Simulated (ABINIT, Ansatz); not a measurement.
# A GW chain in ABINIT: Cs2KYF6 (Fm-3m)

How does a plane-wave GW calculation on Cs2KYF6 (Fm-3m) run from the first input to the gap?

Program: ABINIT 10.8.3. Level of theory: PBEsol and many-body steps on it, plane waves. Results are calculated unless marked as measured.

Most raw output is cut from this account.

## 1. Set-up

Symmetry: Fm-3m, No. 225, cubic system. The conventional cell has a = 9.445 Å, b = 9.445 Å, c = 9.445 Å, α = 90.00°, β = 90.00°, γ = 90.00°. Nearest to K lie 6 F at 2.60 Å. Nearest to Cs lie 12 F at 3.35 Å. Nearest to Y lie 6 F at 2.13 Å. Nearest to F lie 1 Y at 2.13 Å and 1 K at 2.60 Å and 4 Cs at 3.35 Å. Farther neighbours and most contacts between anions are not listed.

The cell and positions come from the Crystallography Open Database and are kept as given unless a step says otherwise. Spin-orbit coupling is left out unless a step names it.

## 2. Ground state

This step: ABINIT 10.8.3; DFT, PBEsol, plane waves, norm-conserving pseudopotentials.

The ground-state density comes first.

Contents of run.abi:

```
acell 3*1.0 Angstrom
rprim 
  -0.000000000000 4.722500000000 4.722500000000
  4.722500000000 -0.000000000000 4.722500000000
  4.722500000000 4.722500000000 0.000000000000
ntypat 4
znucl 19 55 39 9
natom 10
typat 1 2 2 3 4 4 4 4 4 4
xred 
  0.500000000000 0.500000000000 0.500000000000
  0.250000000000 0.250000000000 0.250000000000
  0.750000000000 0.750000000000 0.750000000000
  0.000000000000 0.000000000000 0.000000000000
  0.775000000000 0.225000000000 0.225000000000
  0.225000000000 0.775000000000 0.225000000000
  0.225000000000 0.775000000000 0.775000000000
  0.775000000000 0.225000000000 0.775000000000
  0.225000000000 0.225000000000 0.775000000000
  0.775000000000 0.775000000000 0.225000000000
pp_dirpath "pseudos"
pseudos "K.upf, Cs.upf, Y.upf, F.upf"
ecut 36
ngkpt 4 4 4
nshiftk 1
shiftk 0 0 0
kptopt 1
chksymbreak 0
nband 49
occopt 1
tolvrs 1e-10
nstep 60
prtwf 0
optforces 0
optstress 0
indata_prefix "in"
outdata_prefix "out"
tmpdata_prefix "tmp"
```

Command:

```
OMP_NUM_THREADS=1 mpirun -n 8 abinit run.abi > log
```

The job ended after 64 s (8 MPI ranks of Intel Xeon 6975P-C (Granite Rapids), shared host; peak memory 1.6 GiB).

Numbers from this step:

```
total energy               : -7226.9756 eV
gap                        : 6.587 eV
k of the valence top       : 0, 0, 0
k of the conduction bottom : 0, 0, 0
least direct gap           : 6.587 eV
```

The gap is direct, at Γ.

## 3. Empty states on the mesh, 2×2×2 mesh, 412 bands

The sums over transitions need many empty states on a uniform mesh; this step solves for them.

Changes to run.abi since step 2:

```diff
@@ -23,3 +23,3 @@
 ecut 36
-ngkpt 4 4 4
+ngkpt 2 2 2
 nshiftk 1
@@ -28,9 +28,10 @@
 chksymbreak 0
-nband 49
-occopt 1
-tolvrs 1e-10
+iscf -2
+irdden 1
+istwfk *1
+nband 412
+nbdbuf 36
+tolwfr 1e-09
 nstep 60
-prtwf 0
-optforces 0
-optstress 0
+prtvol 0
 indata_prefix "in"
```

Command:

```
OMP_NUM_THREADS=2 mpirun -n 3 abinit run.abi > log
```

The job ended after 7 min (3 MPI ranks; peak memory 0.72 GiB).

Numbers from this step:

```
gap                                                           : 6.587 eV
k of the valence top                                          : 0, 0, 0
k of the conduction bottom                                    : 0, 0, 0
least direct gap                                              : 6.587 eV
k points computed                                             : 3
lowest point of the top converged band, above the valence top : 74.9856 eV
```

On this mesh the gap is 6.587 eV.

## 4. Screening, 2×2×2 mesh, 376 bands, screening to 217.7 eV

The RPA dielectric matrix is built and inverted for each q.

This step: RPA screening on PBEsol, plane waves, norm-conserving pseudopotentials.

Changes to run.abi since step 3:

```diff
@@ -28,10 +28,11 @@
 chksymbreak 0
-iscf -2
-irdden 1
 istwfk *1
-nband 412
-nbdbuf 36
-tolwfr 1e-09
-nstep 60
-prtvol 0
+occopt 1
+irdwfk 1
+optdriver 3
+nband 376
+ecuteps 8
+inclvkb 2
+awtr 1
+symchi 1
 indata_prefix "in"
```

Command:

```
OMP_NUM_THREADS=1 mpirun -n 8 abinit run.abi > log
```

Wall time 4.4 min (8 MPI ranks); peak memory 8.9 GiB.

Numbers from this step:

```yaml
eps_infinity_with_local_fields_on_this_mesh_along_the_program_s_q_direction: 2.129
the_same_without_local_fields: 2.413
plasma_frequency: 22.88 eV
plane_waves_in_the_screening_matrix: 1471
```

Local fields lower ε∞ by 12 %. On a Γ-centred mesh this coarse the value itself is usually too large, while a short band sum pulls it down.

## 5. Self-energy, 2×2×2 mesh, 376 bands, screening to 217.7 eV

The self-energy is evaluated for the states that the input lists, and the levels follow from it, in one-shot runs by the linearised quasiparticle equation.

This step: G0W0 on PBEsol, plane waves, norm-conserving pseudopotentials.

Changes to run.abi since step 4:

```diff
@@ -31,8 +31,15 @@
 irdwfk 1
-optdriver 3
+optdriver 4
 nband 376
+gwcalctyp 0
+ecutsigx 36
+symsigma 1
+nkptgw 1
+kptgw 
+  0.0000000000 0.0000000000 0.0000000000
+bdgw 
+  38 43
 ecuteps 8
-inclvkb 2
-awtr 1
-symchi 1
+irdscr 1
+ppmodel 1
 indata_prefix "in"
```

Wall time 2.5 min (8 MPI ranks); peak memory 8.4 GiB.

Numbers from this step:

```yaml
g0w0_gap_on_the_points_computed: 9.584 eV
starting_gap_on_the_mesh: 6.587 eV
k_of_the_valence_top: 0, 0, 0
k_of_the_conduction_bottom: 0, 0, 0
z_at_the_valence_top: 0.795
z_at_the_conduction_bottom: 0.892
least_direct_g0w0_gap_on_the_computed_points: 9.584 eV
```

The gap on the mesh goes from 6.59 eV to 9.58 eV, a correction of +3.00 eV.

Limits: finite bands, cutoff and mesh; no spin-orbit coupling; coarse k mesh. v1 is the top filled band, c1 the lowest empty one. The levels before and after the correction (eV, zero at the valence-band top of each column):

|  | conduction bottom | valence top |
| --- | --- | --- |
| Kohn-Sham | 6.59 | 0.00 |
| G0W0 | 9.58 | 0.00 |

|  | level | energy (eV) |
| --- | --- | --- |
| Kohn-Sham | Γ v3-v1 | 0.000 |
| Kohn-Sham | Γ c1 | 6.587 |
| Kohn-Sham | Γ c2-c3 | 7.965 |
| G0W0 | Γ v3-v1 | 0.000 |
| G0W0 | Γ c1 | 9.584 |
| G0W0 | Γ c2-c3 | 11.043 |

## 6. Where the time went

Times are wall times on the hardware named with each run, good to a factor of about two.

| step | time | share | memory (GiB) |
| --- | --- | --- | --- |
| ground state | 64 s | 7 % | 1.6 |
| empty states on the mesh | 7 min | 47 % | 0.72 |
| screening | 4.4 min | 29 % | 8.9 |
| self-energy | 2.5 min | 17 % | 8.4 |

## 7. Outcome

```json
{
 "PBEsol gap": "6.59 eV, direct",
 "G0W0 gap on the mesh": "9.58 eV",
 "GW settings": "2×2×2 mesh, 376 bands, screening to 217.7 eV, Godby-Needs plasmon pole",
 "known limits": "not at the basis limit; no spin-orbit coupling; coarse k mesh"
}
```

G0W0 moves the gap on the mesh from 6.59 eV to 9.58 eV (+3.00 eV), with Z of 0.80 and 0.89 at the edges. Local fields lower the RPA ε∞ on this mesh from 2.41 to 2.13; a Γ-centred mesh this coarse tends to raise both, most where the direct gap is narrow, while a short band sum lowers them. Only 1 of the mesh's irreducible points was corrected, so a valley elsewhere could overtake. The dearest step here is «empty states on the mesh». Bands and cutoff are finite, so the gap is not at the basis limit. The miss can reach some tenths of an eV and take either sign; the mesh is an error of its own. In the G0W0 run levels were corrected at 1 k point alone, so a gap called «on the mesh» is the least over those, and an edge elsewhere would be missed. The 2×2×2 mesh is coarse for this cell, which bears on the long-range parts of exchange and screening. The many-body steps are scalar-relativistic: spin-orbit coupling is not in them.

[Paths, hosts, dates, memory and timing lines, banners, echoed tables and standing remarks are left out of the program output.]

[Logs are printed without paths, hosts, clocks, repeated set-up lines and the standing remarks that a program may print on its own settings, such as how far it seeks lower states.]

[Runs of the session that timed out or met a known fault of the program may be left out.]

[Hosts, paths, dates, database ids (printed as entryN), source tags and the programs' standing remarks are cut or masked in the printed files.]

[G0W0 gaps are taken among the corrected bands and points alone; a level outside them can change the order at an edge.]

[Where Ansatz stands beside ABINIT at settings called matched, ABINIT's density can come from a denser mesh and the files from another edition; pairs whose starting gaps differed by over 0.03 eV were left out, so agreement reads better than it is.]
